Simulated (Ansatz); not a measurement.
**Cs2PdF4 (started from the K2NiF4 type) (I4/mmm): how robust is the cRPA U?**

Aim: hold the target of a cRPA run on Cs2PdF4 (started from the K2NiF4 type) (I4/mmm) and move one thing at a time.

Main program and level: Ansatz 0.2.0; constrained RPA on PBEsol, plane waves, PAW.

Report form: the programs' logs are mostly left out.

The structure was built from a prototype and need not be the compound's stable phase.

## (1) The starting structure

It takes space group I4/mmm (No. 139, tetragonal). The conventional cell has a = 4.399 Å, b = 4.399 Å, c = 14.234 Å, α = 90.00°, β = 90.00°, γ = 90.00°. Nearest to Cs lie 9 F at 3.00 to 3.11 Å. Nearest to Pd lie 6 F at 2.07 to 2.20 Å. F has 2 Pd at 2.20 Å and 4 Cs at 3.00 Å nearest. Nearest to F lie 1 Pd at 2.07 Å and 5 Cs at 3.01 to 3.11 Å. Farther neighbours and most contacts between anions are not listed.

The structure was relaxed with PBEsol. The structure type comes from a generator and need not be one that this composition takes. The structure was generated from a model, not taken from a measurement. The runs that relaxed it are not among those shown. The program's search for lower electronic states was switched off, so nothing shows that the state found is the lowest. Spin-orbit coupling is left out unless a step names it. The default PAW set here is soft_2. Its files were made with PBE.

## (2) Base: Pd eg, bands v1 to c1, 4×4×4 mesh, medium accuracy

Constrained RPA screens the interaction with every transition except those inside the target bands, which a later many-body model would treat itself.

File input.yaml:

```yaml
crystal:
  lattice:
    - [7.11719377, 2.19952634, -2.19952634]
    - [7.11719377, -2.19952634, 2.19952634]
    - [-7.11719377, -2.19952634, -2.19952634]
  atoms:
    - { symbol: Cs, position: [0.3570345795, 0.3570345795, 0.0] }
    - { symbol: Cs, position: [0.6429654205, 0.6429654205, 0.0] }
    - { symbol: Pd, position: [0.0, 0.0, 0.0] }
    - { symbol: F, position: [0.0, 0.5, 0.5] }
    - { symbol: F, position: [0.5, 0.0, 0.5] }
    - { symbol: F, position: [0.1455198577, 0.1455198577, 0.0] }
    - { symbol: F, position: [0.8544801423, 0.8544801423, 0.0] }
kpoints:
  mp_grid: { grid: [8, 8, 8] }
hamiltonian:
  xc: pbesol
scf:
  occupations: { method: gaussian, width: 0.08 }
  n_extra_bands: 19
  max_iter: 150
  lower_state_search: "off"
output:
  crpa:
    kmesh: [4, 4, 4]
    target_bands: [v1, c1]
    projections: [{ species: Pd, l: d, shell: 4, orbitals: [dz2, dx2-y2] }]
  local_orbitals:
    kmesh: [8, 8, 8]
    orbitals: [{ species: Pd, l: d, shell: 4, orbitals: [dz2, dx2-y2] }]
    window: { bands: [v1, c1] }
    seedname: lo
```

On the command line:

```console
> ansatz run input.yaml --threads 4 --pin off --max-ram 14745MiB --backend cpu --events-out ev --progress --plain --runs-dir out
```

Elapsed: 5.1 min, on 4 threads of Arm Neoverse V2, shared host; peak memory 1.1 GiB; 20 min of CPU time.

This step gave:

* U: 5.383 eV
* U prime (inter-orbital): 4.449 eV
* J: 0.4568 eV
* bare V: 14.22 eV
* bare J: 0.6921 eV
* stated bound on U: 0.005520 eV
* U over bare V: 0.3785
* electrons in the window: 2.000
* head of the constrained inverse dielectric matrix: 0.3965
* least eigenvalue of the projection's overlap: 0.6230
* target functions: 2
* bands in the sums: 66
* r.m.s. miss of the model bands: 2.84e-4 eV
* width of the target bands: 2.555 eV
* weight of the projected orbitals in the window: 0.7171

On the Pd eg shell, screening brings the on-site interaction from 14.2 eV down to U = 5.38 eV.

## (3) Changed: 2×2×2 mesh

input.yaml, as its differences from that of step 2:

```diff
@@ -24,9 +24,4 @@
   crpa:
-    kmesh: [4, 4, 4]
+    kmesh: [2, 2, 2]
     target_bands: [v1, c1]
     projections: [{ species: Pd, l: d, shell: 4, orbitals: [dz2, dx2-y2] }]
-  local_orbitals:
-    kmesh: [8, 8, 8]
-    orbitals: [{ species: Pd, l: d, shell: 4, orbitals: [dz2, dx2-y2] }]
-    window: { bands: [v1, c1] }
-    seedname: lo
```

Run time: 27 s. Hardware: 4 threads; peak memory 0.9 GiB.

Numbers from this step:

| Property | Result |
| --- | --- |
| U | 5.752 eV |
| U prime (inter-orbital) | 4.787 eV |
| J | 0.4778 eV |
| bare V | 14.65 eV |
| bare J | 0.7151 eV |
| stated bound on U | 0.006141 eV |
| U over bare V | 0.3927 |
| electrons in the window | 2.000 |
| head of the constrained inverse dielectric matrix | 0.3901 |
| least eigenvalue of the projection's overlap | 0.6235 |
| target functions | 2 |
| bands in the sums | 66 |
| width of the target bands | 2.555 eV |
| weight of the projected orbitals in the window | 0.7171 |

On the Pd eg shell, screening brings the on-site interaction from 14.6 eV down to U = 5.75 eV.

## (4) Changed: sums over states on smooth products

input.yaml, as its differences from that of step 3:

```diff
@@ -24,4 +24,8 @@
   crpa:
-    kmesh: [2, 2, 2]
+    kmesh: [4, 4, 4]
     target_bands: [v1, c1]
     projections: [{ species: Pd, l: d, shell: 4, orbitals: [dz2, dx2-y2] }]
+    accuracy: sum_over_states
+    pair_densities: pseudo
+    n_empty_bands: 64
+    ecut_chi: 136
```

The job ended after 51 s (4 threads; peak memory 0.67 GiB).

This variant gives U = 5.79 eV against 5.38 eV. It is a finite sum over empty states with no bound on its error and stays out of the table below.

## (5) Changed: sums over states

input.yaml, as its differences from that of step 4:

```diff
@@ -28,4 +28,3 @@
     accuracy: sum_over_states
-    pair_densities: pseudo
     n_empty_bands: 64
-    ecut_chi: 136
+    ecut_chi: 70
```

The job ended after 45 s (4 threads; peak memory 0.79 GiB).

This variant gives U = 5.64 eV against 5.38 eV. It is a finite sum over empty states with no bound on its error and stays out of the table below.

## (6) Changed: one k-point

input.yaml, as its differences from that of step 5:

```diff
@@ -24,7 +24,4 @@
   crpa:
-    kmesh: [4, 4, 4]
+    kmesh: [1, 1, 1]
     target_bands: [v1, c1]
     projections: [{ species: Pd, l: d, shell: 4, orbitals: [dz2, dx2-y2] }]
-    accuracy: sum_over_states
-    n_empty_bands: 64
-    ecut_chi: 70
```

Run time: 12 s. Hardware: 4 threads; peak memory 0.67 GiB; 44 s of CPU time.

The run ended normally, though the input holds a fault or crude settings.

The fault put into this input: one k-point. It printed U = 5.59 eV, which is no property of the model meant.

## (7) Changed: potentials

input.yaml, as its differences from that of step 6:

```diff
@@ -17,2 +17,3 @@
   xc: pbesol
+  pseudopotentials: { kind: paw, source: ansatz }
 scf:
@@ -24,3 +25,3 @@
   crpa:
-    kmesh: [1, 1, 1]
+    kmesh: [4, 4, 4]
     target_bands: [v1, c1]
```

It took 15 min on 4 threads; peak memory 2.3 GiB; 54 min of CPU time.

This step gave:

- U: 5.376 eV
- U prime (inter-orbital): 4.446 eV
- J: 0.4550 eV
- bare V: 14.21 eV
- bare J: 0.6917 eV
- stated bound on U: 0.006938 eV
- U over bare V: 0.3782
- electrons in the window: 2.000
- head of the constrained inverse dielectric matrix: 0.3962
- least eigenvalue of the projection's overlap: 0.6241
- target functions: 2
- bands in the sums: 66
- width of the target bands: 2.556 eV
- weight of the projected orbitals in the window: 0.7178

On the Pd eg shell, screening brings the on-site interaction from 14.2 eV down to U = 5.38 eV.

## (8) Changed: PBE

This step: constrained RPA on PBE, plane waves, PAW.

input.yaml, as its differences from that of step 7:

```diff
@@ -16,4 +16,3 @@
 hamiltonian:
-  xc: pbesol
-  pseudopotentials: { kind: paw, source: ansatz }
+  xc: pbe
 scf:
```

It took 4.8 min on 4 threads; peak memory 1.1 GiB; 19 min of CPU time.

Numbers from this step:

```
U                                                 : 5.480 eV
U prime (inter-orbital)                           : 4.539 eV
J                                                 : 0.4608 eV
bare V                                            : 14.30 eV
bare J                                            : 0.6950 eV
stated bound on U                                 : 0.006393 eV
U over bare V                                     : 0.3833
electrons in the window                           : 2.000
head of the constrained inverse dielectric matrix : 0.4030
least eigenvalue of the projection's overlap      : 0.6263
target functions                                  : 2
bands in the sums                                 : 66
width of the target bands                         : 2.527 eV
weight of the projected orbitals in the window    : 0.7197
```

On the Pd eg shell, screening brings the on-site interaction from 14.3 eV down to U = 5.48 eV.

## (9) Side by side

Times are wall times on 4 threads of Arm Neoverse V2, shared host, good to a factor of about two.

| run | bare V (eV) | U (eV) | J (eV) | bound on U (eV) | width (eV) | time |
| --- | --- | --- | --- | --- | --- | --- |
| target window | 14.22 | 5.383 | 0.457 | 0.0055 | 2.55 | 5.1 min |
| 2×2×2 mesh | 14.65 | 5.752 | 0.478 | 0.0061 | 2.55 | 27 s |
| potentials | 14.21 | 5.376 | 0.455 | 0.0069 | 2.56 | 15 min |
| PBE | 14.30 | 5.480 | 0.461 | 0.0064 | 2.53 | 4.8 min |

## (10) Outcome

```
target window : U 5.38 eV, J 0.46 eV
2×2×2 mesh    : U 5.75 eV, J 0.48 eV
potentials    : U 5.38 eV, J 0.45 eV
PBE           : U 5.48 eV, J 0.46 eV
```

In words: 2×2×2 mesh moves U by +0.37 eV at 0.089 times the time. Potentials moves U by −0.01 eV (within the solver's bounds, for the mean over orbitals) at 3.0 times the time. PBE moves U by +0.10 eV. The printed bound covers the solver alone, not the mesh, and no denser mesh than the base was run. The parent state is non-magnetic and the interaction static (zero frequency); U depends on the window and the orbitals, so it belongs to this model alone.

[Paths, hosts, dates, memory and timing lines, banners, echoed tables and standing remarks are left out of the program output.]

[Logs are printed without paths, hosts, clocks, repeated set-up lines and the standing remarks that a program may print on its own settings, such as how far it seeks lower states.]

[Runs of the session that timed out or met a known fault of the program may be left out.]

[Hosts, paths, dates, database ids (printed as entryN), source tags and the programs' standing remarks are cut or masked in the printed files.]
